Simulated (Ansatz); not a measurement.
# Se on Al(100), ontop start, 2x2 cell: work function, bands and core levels, part 2 of 3

Aim: how the adsorbate changes the work function, the valence spectrum and the core levels in Se on Al(100), ontop start, 2x2 cell.

Ansatz 0.2.0; DFT, PBE, plane-wave PAW, default files, scalar-relativistic.

So far, work function, upper face (eV): step 2 (the clean face) 4.27; step 3 (relaxing the atoms) 4.86.

## Step 4: Layer-resolved bands, DOS and potential (continued)

Peaks of A(k,E) at the labelled points: for each region the eleven nearest the zero at most, each over 6 % of that point's highest, less those above the energy where the solved bands run out; weight and spread sum the levels within three half widths or 0.3 eV, so near peaks share levels. Peaks of the spectral function, the first 40 of 129 rows:

| point | weight on | E (eV) | A (1/eV) | weight near the peak | rms spread of levels (eV) |
| --- | --- | --- | --- | --- | --- |
| M | total | -2.62 | 7.204 | 2.197 | 0.09 |
| M | total | -1.78 | 7.92 | 2.03 | 0.033 |
| M | total | -1.32 | 6.416 | 2.482 | 0.11 |
| M | total | -0.54 | 5.472 | 2.617 | 0.1 |
| M | total | -0.42 | 6.166 | 2.617 | 0.1 |
| M | total | -0.1 | 4.577 | 1.615 | 0.103 |
| M | total | 0.3 | 1.046 | 0.276 | 0.089 |
| M | total | 0.46 | 1.116 | 0.276 | 0.089 |
| M | total | 0.88 | 3.482 | 0.787 | 0.022 |
| M | total | 1.4 | 8.106 | 2.9 | 0.101 |
| M | total | 2.18 | 2.331 | 0.537 | 0.009 |
| M | top | -2.62 | 0.553 | 0.325 | 0.164 |
| M | top | -2.48 | 0.596 | 0.204 | 0.076 |
| M | top | -1.78 | 1.911 | 0.528 | 0.047 |
| M | top | -1.36 | 0.943 | 0.26 | 0.068 |
| M | top | -1.02 | 0.547 | 0.191 | 0.119 |
| M | top | -0.42 | 1.607 | 0.615 | 0.092 |
| M | top | -0.1 | 0.94 | 0.36 | 0.104 |
| M | top | 0.48 | 0.484 | 0.113 | 0.067 |
| M | top | 0.88 | 0.93 | 0.21 | 0.023 |
| M | top | 1.4 | 2.07 | 0.767 | 0.104 |
| M | top | 2.18 | 0.666 | 0.155 | 0.009 |
| M | middle | -2.62 | 3.848 | 1.115 | 0.077 |
| M | middle | -1.78 | 2.408 | 0.595 | 0.027 |
| M | middle | -1.32 | 3.015 | 1.173 | 0.102 |
| M | middle | -0.54 | 1.985 | 0.908 | 0.101 |
| M | middle | -0.42 | 2.073 | 0.908 | 0.101 |
| M | middle | -0.1 | 1.378 | 0.501 | 0.104 |
| M | middle | 0.3 | 0.355 | 0.085 | 0.089 |
| M | middle | 0.46 | 0.319 | 0.085 | 0.089 |
| M | middle | 0.88 | 1.046 | 0.236 | 0.022 |
| M | middle | 1.4 | 2.337 | 0.833 | 0.1 |
| M | middle | 2.18 | 0.504 | 0.111 | 0.01 |
| M | bottom | -2.62 | 2.798 | 0.756 | 0.053 |
| M | bottom | -1.8 | 3.603 | 0.906 | 0.025 |
| M | bottom | -1.3 | 2.574 | 0.952 | 0.105 |
| M | bottom | -0.54 | 2.437 | 1.092 | 0.102 |
| M | bottom | -0.42 | 2.482 | 1.092 | 0.102 |
| M | bottom | -0.1 | 2.256 | 0.754 | 0.1 |
| M | bottom | 0.28 | 0.446 | 0.078 | 0.082 |

The DOS has structure finer than the step of the table below, so its rows give means over 0.5 eV, whole bins alone (the curve runs from -14.8 to 3.17 eV). Peaks (eV: height): total 0.57: 9.99, 1.68: 12.8, 2.48: 10.4, 2.98: 12.3; Al 3p -0.62: 6.51, 1.57: 8.53, 2.38: 6.56, 2.98: 7.70; Al 3s -3.92: 2.68, 0.47: 2.83, 1.77: 3.39, 2.98: 2.91; Se 4p -3.73: 1.27, -3.12: 1.38, -2.02: 1.36, -1.12: 0.819; Se 4s -12.82: 4.94.

Table of DOS by E, zero at the Fermi level; means over each step; values in states/eV/cell:

| E (eV) | total | Al 3p | Al 3s | Se 4p | Se 4s |
| --- | --- | --- | --- | --- | --- |
| -14.0 | 0 | 0 | 0 | 0 | 0 |
| -13.5 | 0.00390 | 6.2e-4 | 2.8e-4 | 2.8e-5 | 0.00296 |
| -13.0 | 3.35 | 0.553 | 0.226 | 0.0234 | 2.54 |
| -12.5 | 0.647 | 0.108 | 0.0420 | 0.00446 | 0.491 |
| -12.0 | 0 | 0 | 0 | 0 | 0 |
| -11.5 | 0 | 0 | 5.4e-6 | 0 | 0 |
| -11.0 | 0.225 | 0.0497 | 0.174 | 1.2e-4 | 0.00105 |
| -10.5 | 1.31 | 0.457 | 0.843 | 8.0e-4 | 0.00535 |
| -10.0 | 1.69 | 0.836 | 0.846 | 0.00175 | 0.00806 |
| -9.5 | 2.79 | 1.52 | 1.25 | 0.00501 | 0.0179 |
| -9.0 | 2.96 | 1.77 | 1.16 | 0.00616 | 0.0136 |
| -8.5 | 2.98 | 1.85 | 1.10 | 0.00945 | 0.0167 |
| -8.0 | 4.49 | 2.80 | 1.62 | 0.0227 | 0.0318 |
| -7.5 | 4.32 | 2.75 | 1.50 | 0.0288 | 0.0263 |
| -7.0 | 4.11 | 2.66 | 1.38 | 0.0350 | 0.0232 |
| -6.5 | 5.33 | 3.39 | 1.82 | 0.0658 | 0.0307 |
| -6.0 | 5.69 | 3.54 | 1.95 | 0.120 | 0.0491 |
| -5.5 | 5.87 | 3.66 | 1.95 | 0.174 | 0.0428 |
| -5.0 | 6.80 | 4.16 | 2.25 | 0.290 | 0.0452 |
| -4.5 | 5.50 | 3.16 | 1.83 | 0.427 | 0.0304 |
| -4.0 | 8.53 | 4.93 | 2.55 | 0.885 | 0.0610 |
| -3.5 | 7.79 | 4.56 | 2.00 | 1.07 | 0.0463 |
| -3.0 | 9.05 | 5.32 | 2.44 | 1.12 | 0.0241 |
| -2.5 | 8.51 | 5.26 | 2.05 | 1.05 | 0.00791 |
| -2.0 | 9.07 | 5.54 | 2.07 | 1.29 | 0.00769 |
| -1.5 | 8.90 | 5.65 | 2.22 | 0.811 | 0.00615 |
| -1.0 | 8.94 | 5.67 | 2.31 | 0.691 | 0.00564 |
| -0.5 | 9.02 | 5.98 | 2.19 | 0.510 | 0.00723 |
| 0.0 | 8.85 | 5.69 | 2.34 | 0.445 | 0.00711 |
| 0.5 | 9.29 | 5.96 | 2.46 | 0.342 | 0.0123 |
| 1.0 | 8.64 | 5.49 | 2.26 | 0.315 | 0.0115 |
| 1.5 | 11.2 | 7.33 | 2.75 | 0.209 | 0.0129 |
| 2.0 | 9.73 | 6.09 | 2.53 | 0.215 | 0.0165 |
| 2.5 | 9.68 | 6.19 | 2.29 | 0.183 | 0.0208 |

Sums over each group's atoms; a table of it gives point samples, which can step over narrow peaks. Table of DOS of the group by E, zero at the Fermi level; 7 of 10 lines; values in states/eV:

| E (eV) | other layers: Al 3p | layer 2: Al 3p | layer 3: Al 3p | other layers: Al 3s | layer 1: Al 3p | adsorbate: Se 4p | layer 1: Al 3s |
| --- | --- | --- | --- | --- | --- | --- | --- |
| -14 | 0 | 0 | 0 | 0 | 0 | 0 | 0 |
| -13 | 3.8e-4 | 0.0496 | 0.00344 | 1.8e-4 | 0.626 | 0.0291 | 0.268 |
| -12 | 0 | 0 | 0 | 0 | 0 | 0 | 0 |
| -11 | 0.00759 | 0.00393 | 0.00172 | 0.0267 | 0.00494 | 5.0e-5 | 0.00467 |
| -10 | 0.265 | 0.165 | 0.235 | 0.272 | 0.0892 | 0.00136 | 0.0562 |
| -9 | 0.686 | 0.424 | 0.580 | 0.506 | 0.242 | 0.00610 | 0.148 |
| -8 | 1.21 | 0.848 | 0.582 | 0.697 | 0.364 | 0.0234 | 0.353 |
| -7 | 0.951 | 0.603 | 0.421 | 0.476 | 0.353 | 0.0315 | 0.260 |
| -6 | 1.18 | 0.722 | 0.792 | 0.730 | 0.444 | 0.115 | 0.493 |
| -5 | 1.70 | 0.951 | 1.02 | 0.895 | 0.763 | 0.313 | 0.602 |
| -4 | 1.93 | 1.04 | 1.05 | 1.05 | 1.06 | 0.818 | 0.568 |
| -3 | 2.03 | 1.14 | 1.05 | 1.25 | 1.27 | 1.11 | 0.424 |
| -2 | 2.58 | 1.10 | 1.04 | 0.993 | 1.05 | 1.33 | 0.391 |
| -1 | 2.58 | 1.02 | 1.05 | 0.914 | 1.14 | 0.744 | 0.439 |
| 0 | 2.57 | 0.964 | 0.949 | 0.966 | 1.34 | 0.455 | 0.544 |
| 1 | 2.44 | 0.903 | 1.04 | 0.975 | 1.29 | 0.349 | 0.393 |
| 2 | 2.43 | 0.990 | 0.945 | 0.905 | 1.22 | 0.196 | 0.400 |
| 3 | 3.12 | 1.25 | 1.13 | 1.06 | 1.74 | 0.190 | 0.476 |

This run's widths, added to any smearing of the DOS itself: Gaussian 0.35 eV, Lorentzian 0.1 eV plus 0.05 an eV of depth. Intensity against binding energy, zero at the Fermi level; values in % of the maximum within 13 eV:

| binding energy (eV) | 21.2 eV | 150 eV | 1486.7 eV | 2984.3 eV | 8047.8 eV |
| --- | --- | --- | --- | --- | --- |
| -1 | 1.40 | 1.36 | 1.62 | 1.24 | 0.775 |
| 0 | 23.1 | 24.7 | 27.9 | 21.0 | 12.7 |
| 1 | 59.6 | 52.0 | 63.1 | 47.0 | 27.4 |
| 2 | 99.2 | 64.9 | 84.6 | 61.0 | 33.0 |
| 3 | 87.9 | 63.0 | 80.3 | 59.1 | 33.6 |
| 4 | 68.9 | 58.5 | 73.1 | 55.3 | 33.6 |
| 5 | 27.0 | 37.4 | 44.3 | 35.3 | 23.8 |
| 6 | 13.4 | 29.4 | 33.8 | 28.1 | 20.1 |
| 7 | 6.20 | 20.1 | 23.0 | 19.5 | 14.4 |
| 8 | 4.21 | 18.0 | 21.2 | 18.3 | 13.9 |
| 9 | 2.38 | 12.3 | 15.6 | 13.8 | 10.7 |
| 10 | 1.46 | 8.81 | 12.3 | 11.2 | 9.07 |
| 11 | 0.632 | 6.92 | 8.46 | 8.09 | 7.29 |
| 12 | - | 20.7 | 21.0 | 20.9 | 20.7 |
| 13 | - | 93.8 | 93.8 | 93.8 | 93.8 |
| 14 | - | 12.8 | 12.9 | 12.8 | 12.7 |

Maxima picked by a test of local sharpness, so broad peaks and shoulders can be missing; peaks within 0.45 eV of a curve's cut are left out. Valence peaks, by row:

| photon energy (eV) | binding energy (eV) | height (% of the maximum within 13 eV) | main shell | its share (%) |
| --- | --- | --- | --- | --- |
| 21.2 | 3.1 | 89.25 | Se 4p | 96.56 |
| 21.2 | 2.05 | 100 | Se 4p | 97 |
| 150 | 12.85 | 100 | Se 4s | 94.89 |
| 150 | 3.7 | 63.42 | Se 4p | 47.06 |
| 150 | 3.1 | 63.71 | Se 4p | 50.86 |
| 150 | 2.05 | 65.02 | Se 4p | 56.09 |
| 1487 | 12.85 | 100 | Se 4s | 96.7 |
| 1487 | 7.2 | 23.32 | Al 3s | 69.58 |
| 1487 | 3.7 | 80.03 | Se 4p | 59.54 |
| 1487 | 3.1 | 81.26 | Se 4p | 63.66 |
| 1487 | 2.05 | 85.08 | Se 4p | 68.43 |
| 2984 | 12.85 | 100 | Se 4s | 97.6 |
| 2984 | 7.25 | 19.84 | Al 3s | 74.44 |
| 2984 | 3.75 | 59.64 | Se 4p | 52.2 |
| 2984 | 3.1 | 59.76 | Se 4p | 57.54 |
| 2984 | 2.05 | 61.27 | Se 4p | 63.17 |
| 8048 | 12.85 | 100 | Se 4s | 98.55 |
| 8048 | 7.25 | 14.75 | Al 3s | 75.52 |
| 8048 | 3.8 | 35.31 | Al 3s | 47.96 |
| 8048 | 3.1 | 33.99 | Al 3s | 47.48 |
| 8048 | 2.1 | 33.1 | Se 4p | 49.95 |

The planar mean, electrostatic potential oscillates, so the rows of the table below give means over windows of 1.98 Å about each position, cut where the curve ends. Its maxima inside the range that stand out by 2 % of the span (Å: eV): 8.5: -2.13, 10.6: -2.18, 12.6: -2.12, 14.6: -1.95, 23.9: 4.84. Its minima: 7.6: -5.90, 9.5: -6.10, 11.6: -6.07, 13.6: -6.13, 15.5: -6.02.

From the Fermi level. Planar mean, electrostatic potential against z; means over each step:

z (Å), planar mean, electrostatic potential (eV) and a bar from the least value:
```
     0.99       4.37 #############################
     2.97       4.31 ############################
     4.95       4.11 ############################
     6.93      -2.55 #######
     8.91      -4.64 
    10.89      -4.62 
    12.87      -4.65 
    14.85      -4.52 
    16.83      -0.67 #############
    18.81       4.06 ############################
    20.79       4.84 ##############################
    22.77       4.84 ##############################
    24.75       4.71 ##############################
```

Shapes are the site's partial DOS without matrix elements, which overweights lines from ligand s bands. Intensity against emission energy less the core level's binding energy, zero at the Fermi level; read off at these points; 7 of 10 lines; values in % of the unpolarised maximum:

| emission energy less the core level's binding energy (eV) | Se K-beta valence | Se K-beta valence, E along x | Se K-beta valence, E along y | Se K-beta valence, E along z | Se L3-N1 | Al K-beta | Al K-beta, E along x |
| --- | --- | --- | --- | --- | --- | --- | --- |
| -14.50 | 2.17 | 1.98 | 1.76 | 2.77 | 25.6 | 1.44 | 1.56 |
| -14.00 | 2.44 | 2.17 | 1.91 | 3.22 | 44.0 | 2.03 | 2.24 |
| -13.50 | 2.75 | 2.40 | 2.09 | 3.73 | 73.9 | 3.21 | 3.65 |
| -13.00 | 3.06 | 2.67 | 2.29 | 4.19 | 98.5 | 4.55 | 5.23 |
| -12.50 | 3.35 | 2.99 | 2.52 | 4.51 | 89.2 | 4.57 | 5.16 |
| -12.00 | 3.64 | 3.38 | 2.79 | 4.74 | 58.2 | 4.09 | 4.41 |
| -11.50 | 4.01 | 3.84 | 3.11 | 5.05 | 33.9 | 4.77 | 4.91 |
| -11.00 | 4.49 | 4.42 | 3.49 | 5.55 | 20.9 | 7.27 | 7.34 |
| -10.50 | 5.14 | 5.14 | 3.95 | 6.30 | 14.3 | 11.9 | 12.1 |
| -10.00 | 5.97 | 6.05 | 4.50 | 7.34 | 10.9 | 18.3 | 18.5 |
| -9.50 | 7.05 | 7.22 | 5.18 | 8.72 | 9.10 | 25.1 | 25.4 |
| -9.00 | 8.43 | 8.73 | 6.03 | 10.5 | 8.05 | 31.2 | 32.1 |
| -8.50 | 10.2 | 10.7 | 7.09 | 12.9 | 7.58 | 37.4 | 38.3 |
| -8.00 | 12.6 | 13.3 | 8.45 | 15.9 | 7.44 | 43.8 | 44.3 |
| -7.50 | 15.6 | 16.8 | 10.2 | 19.8 | 7.31 | 48.7 | 50.0 |
| -7.00 | 19.7 | 21.6 | 12.5 | 24.9 | 7.32 | 52.4 | 54.8 |
| -6.50 | 25.1 | 28.0 | 15.6 | 31.6 | 7.69 | 57.7 | 59.8 |
| -6.00 | 32.2 | 36.8 | 19.7 | 40.0 | 8.20 | 63.2 | 64.3 |
| -5.50 | 41.3 | 48.3 | 25.4 | 50.3 | 8.37 | 66.9 | 68.8 |
| -5.00 | 52.8 | 62.7 | 33.2 | 62.5 | 8.25 | 69.5 | 72.9 |
| -4.50 | 66.2 | 78.4 | 44.0 | 76.2 | 8.18 | 72.6 | 76.6 |
| -4.00 | 79.9 | 91.7 | 58.6 | 89.2 | 8.14 | 80.5 | 84.7 |
| -3.50 | 91.1 | 98.0 | 77.2 | 97.9 | 7.28 | 86.8 | 91.3 |
| -3.42 | 92.5 | 98.2 | 80.5 | 98.7 | 7.05 | 87.5 | 92.1 |
| -3.12 | 96.8 | 96.9 | 93.2 | 100 | 6.04 | 90.3 | 95.2 |
| -3.00 | 98.0 | 95.7 | 98.3 | 99.8 | 5.61 | 91.5 | 96.4 |
| -2.50 | 99.9 | 87.1 | 117 | 95.0 | 4.04 | 95.9 | 99.7 |
| -2.00 | 96.5 | 75.9 | 128 | 85.2 | 3.04 | 99.1 | 98.4 |
| -1.82 | 93.9 | 71.8 | 129 | 80.8 | 2.80 | 99.7 | 97.4 |
| -1.50 | 87.8 | 64.5 | 126 | 72.5 | 2.46 | 100.0 | 95.7 |
| -1.00 | 75.3 | 53.7 | 112 | 59.2 | 2.10 | 99.4 | 93.7 |
| -0.50 | 61.0 | 43.3 | 91.8 | 46.6 | 1.79 | 89.0 | 82.5 |
| 0.00 | 46.6 | 33.3 | 69.7 | 35.3 | 1.40 | 54.5 | 48.6 |
| 0.50 | 34.0 | 24.8 | 50.0 | 26.0 | 1.03 | 20.7 | 18.3 |
| 1.00 | 24.5 | 18.3 | 35.3 | 19.2 | 0.804 | 8.32 | 7.66 |

The spectra weight each projected shell by its atomic cross section (Dirac–Hartree–Slater) and angular factor, for linear light with the analyser at 10° from the polarisation. Broadening, on top of any smearing of the DOS itself: a Gaussian of 0.35 eV and a Lorentzian of 0.1 eV plus 0.05 times the binding energy (full widths), Fermi edge at 300 K. Each atom is damped by exp[−depth/(λ cos θ)], θ = 75° from the normal, λ from the universal curve. Curves are cut 10 eV under the photon energy, above any shell that the free atom's threshold puts out of reach, or at the lower edge of the window: 11.2 eV at 21.2 eV, 14.8 eV at 150 eV, 14.8 eV at 1486.7 eV, 14.8 eV at 2984.3 eV and 14.8 eV at 8047.8 eV. Dipole terms alone, which is rough above 3 keV; no background, satellites or final-state effects.

Share of each shell in the spectrum's area (%), by photon energy:

| shell | 21.2 eV | 150 eV | 1486.7 eV | 2984.3 eV | 8047.8 eV |
| --- | --- | --- | --- | --- | --- |
| Se 4s | 0.0 | 29.2 | 25.3 | 31.1 | 43.2 |
| Se 4p | 93.0 | 26.1 | 35.5 | 28.7 | 16.9 |
| Al 3s | 5.7 | 21.3 | 34.1 | 37.7 | 39.1 |
| Al 3p | 1.3 | 23.5 | 5.1 | 2.5 | 0.8 |

Cross sections used, in Mb an electron:

| shell | 21.2 eV | 150 eV | 1486.7 eV | 2984.3 eV | 8047.8 eV |
| --- | --- | --- | --- | --- | --- |
| Se 4s | - | 0.040 | 0.0011 | 2.8e-4 | 3.3e-5 |
| Se 4p | 2.0 | 0.021 | 6.9e-4 | 1.3e-4 | 7.5e-6 |
| Al 3s | 0.15 | 0.028 | 3.5e-4 | 6.3e-5 | 4.3e-6 |
| Al 3p | 0.070 | 0.018 | 4.0e-5 | 3.8e-6 | 1.0e-7 |

Regions along c: top from 14.6 to 21.5 Å, middle from 10.9 to 14.6 Å, bottom from 3.5 to 10.9 Å.

States with weight above 0.08 nearest the zero at M of the zone, within the window kept, -8.0 to 3.5 eV (levels that the program groups as degenerate share a row):

| E (eV) | weight, total | weight, top | weight, middle | weight, bottom |
| --- | --- | --- | --- | --- |
| -1.19 | 0.70 | 0.05 | 0.37 | 0.28 |
| -1.02 | 0.35 | 0.10 | 0.12 | 0.13 |
| -0.55 | 0.95 | 0.14 | 0.36 | 0.45 |
| -0.42 | 1.00 | 0.29 | 0.33 | 0.38 |
| -0.30 | 0.67 | 0.18 | 0.23 | 0.27 |
| -0.09 | 0.94 | 0.18 | 0.28 | 0.49 |
| 0.29 | 0.12 | 0.02 | 0.04 | 0.06 |
| 0.47 | 0.16 | 0.09 | 0.04 | 0.02 |
| 0.88 | 0.72 | 0.19 | 0.22 | 0.31 |
| 1.22 | 0.37 | 0.10 | 0.10 | 0.17 |

States with weight above 0.08 nearest the zero at Γ of the zone, within the window kept, -8.0 to 3.5 eV (levels that the program groups as degenerate share a row):

| E (eV) | weight, total | weight, top | weight, middle | weight, bottom |
| --- | --- | --- | --- | --- |
| -4.23 | 0.14 | 0.08 | 0.03 | 0.04 |
| -3.95 | 0.80 | 0.20 | 0.24 | 0.36 |
| -2.85 | 0.18 | 0.08 | 0.03 | 0.07 |
| -2.16 | 0.28 | 0.08 | 0.07 | 0.14 |
| -2.03 | 0.48 | 0.13 | 0.12 | 0.23 |
| -1.02 | 0.14 | 0.08 | 0.03 | 0.03 |
| 0.96 | 0.56 | 0.13 | 0.17 | 0.26 |
| 1.22 | 0.35 | 0.10 | 0.09 | 0.16 |
| 3.21 | 0.61 | 0.10 | 0.10 | 0.36 |
| 3.39 | 0.40 | 0.15 | 0.04 | 0.17 |

States with weight above 0.08 nearest the zero at X of the zone, within the window kept, -8.0 to 3.5 eV (levels that the program groups as degenerate share a row):

| E (eV) | weight, total | weight, top | weight, middle | weight, bottom |
| --- | --- | --- | --- | --- |
| -2.16 | 0.14 | 0.03 | 0.04 | 0.06 |
| -2.03 | 0.47 | 0.12 | 0.14 | 0.21 |
| -1.80 | 0.14 | 0.03 | 0.04 | 0.06 |
| -1.73 | 0.78 | 0.20 | 0.23 | 0.36 |
| -1.02 | 0.23 | 0.06 | 0.08 | 0.10 |
| 0.29 | 0.41 | 0.13 | 0.13 | 0.14 |
| 0.47 | 0.82 | 0.14 | 0.21 | 0.47 |
| 0.96 | 0.30 | 0.08 | 0.08 | 0.14 |
| 1.22 | 0.17 | 0.02 | 0.05 | 0.10 |
| 1.39 | 0.17 | 0.05 | 0.03 | 0.09 |

The largest force component on a free atom is 0.078 eV/Å, so the geometry isn't quite at rest for these settings. At the Fermi level the DOS is 9.16 states/eV a cell, and on the broadened curves Al 3p holds 64 % of the total there.

## Step 5: Core levels by total-energy differences

XPS shifts tell sites apart. Each chosen atom gets a core hole in a self-consistent pass of its own.

Input file input.yaml:

```yaml
crystal:
  lattice:
    - [5.713422792, 0.0, 0.0]
    - [0.0, 5.713422792, 0.0]
    - [0.0, 0.0, 25.43]
  atoms:
    - { symbol: Se_h, position: [0.2478417124, 0.0, 0.6872638886] }
    - { symbol: Al_h, position: [-0.0135577647, 0.0, 0.6134278352] }
    - { symbol: Al, position: [0.51068196, 0.0, 0.613486198] }
    - { symbol: Al, position: [-0.003504545, 0.5, 0.6134024736] }
    - { symbol: Al_h, position: [0.5060146044, 0.5, 0.6133461046] }
    - { symbol: Al, position: [0.2500518668, 0.2463892097, 0.5338502922] }
    - { symbol: Al, position: [0.7502919894, 0.252762261, 0.5323125422] }
    - { symbol: Al, position: [0.2500518668, 0.7536107903, 0.5338502922] }
    - { symbol: Al, position: [0.7502919894, 0.747237739, 0.5323125422] }
    - { symbol: Al_h, position: [0.0, 0.0, 0.453794731] }
    - { symbol: Al, position: [0.5, 0.0, 0.453794731] }
    - { symbol: Al, position: [0.0, 0.5, 0.453794731] }
    - { symbol: Al, position: [0.5, 0.5, 0.453794731] }
    - { symbol: Al, position: [0.25, 0.25, 0.374360991] }
    - { symbol: Al, position: [0.75, 0.25, 0.374360991] }
    - { symbol: Al, position: [0.25, 0.75, 0.374360991] }
    - { symbol: Al, position: [0.75, 0.75, 0.374360991] }
    - { symbol: Al, position: [0.0, 0.0, 0.294927251] }
    - { symbol: Al, position: [0.5, 0.0, 0.294927251] }
    - { symbol: Al, position: [0.0, 0.5, 0.294927251] }
    - { symbol: Al, position: [0.5, 0.5, 0.294927251] }
kpoints:
  mp_grid: { grid: [8, 8, 1] }
scf:
  occupations: { method: fermi_dirac, width: 0.05 }
  n_extra_bands: 16
hamiltonian:
  xc: pbe
  pseudopotentials: { kind: paw }
output:
  forces: true
  write_potential: true
  volumetric_format: []
  core_levels:
    shells: { Se_h: "3d", Al_h: "2p" }
    counted_from: fermi_level
    add_spin: false
efield:
  axis: 3
  dipole_correction: true
```

The run is started by

```sh
ansatz run input.yaml --threads 4 --pin off --max-ram 12288MiB --backend cpu --events-out ev --progress --plain --runs-dir out
```

The job ended after 3.5 min (4 threads of Arm Neoverse V1, shared host; peak memory 2 GiB).

Levels are total-energy differences with one electron taken from the core. The electron goes to the Fermi level, so the difference is a binding energy from E_F. The hole's nearest image is 5.7 Å away, and the holes carry no spin, so absolute levels are rough.

| atom | region | shell | level (eV) | shift (eV) | potential at nucleus, shift (V) | j lines (eV) | doubts |
| --- | --- | --- | --- | --- | --- | --- | --- |
| Se1 | adsorbate | 3d | 53.28 | - | +0.00 | 53.79 / 52.95 | - |
| Al2 | layer 1 | 2p | 73.03 | +0.10 | +0.16 | 73.31 / 72.89 | - |
| Al5 | layer 1 | 2p | 72.84 | -0.09 | +0.06 | 73.12 / 72.70 | - |
| Al10 | layer 3 | 2p | 72.93 | +0.00 | +0.00 | 73.21 / 72.79 | - |

Levels of p, d and f shells are means over their two j lines, weighted by degeneracy; the splitting comes from the atom's own solve. Shifts count from the last listed atom of each element. A higher potential at the nucleus binds core electrons more tightly, so that column is a rough initial-state shift.

[end of part 2 of 3]

[Logs are printed without paths, hosts, clocks, repeated set-up lines and the standing remarks that a program may print on its own settings, such as how far it seeks lower states.]

[Hosts, paths, dates, database ids (printed as entryN), source tags and the programs' standing remarks are cut or masked in the printed files.]

[Maps of the electrostatic potential energy from Ansatz leave out the sawtooth potential of an applied field or a dipole correction, so their vacuum need not be flat; work functions include it.]
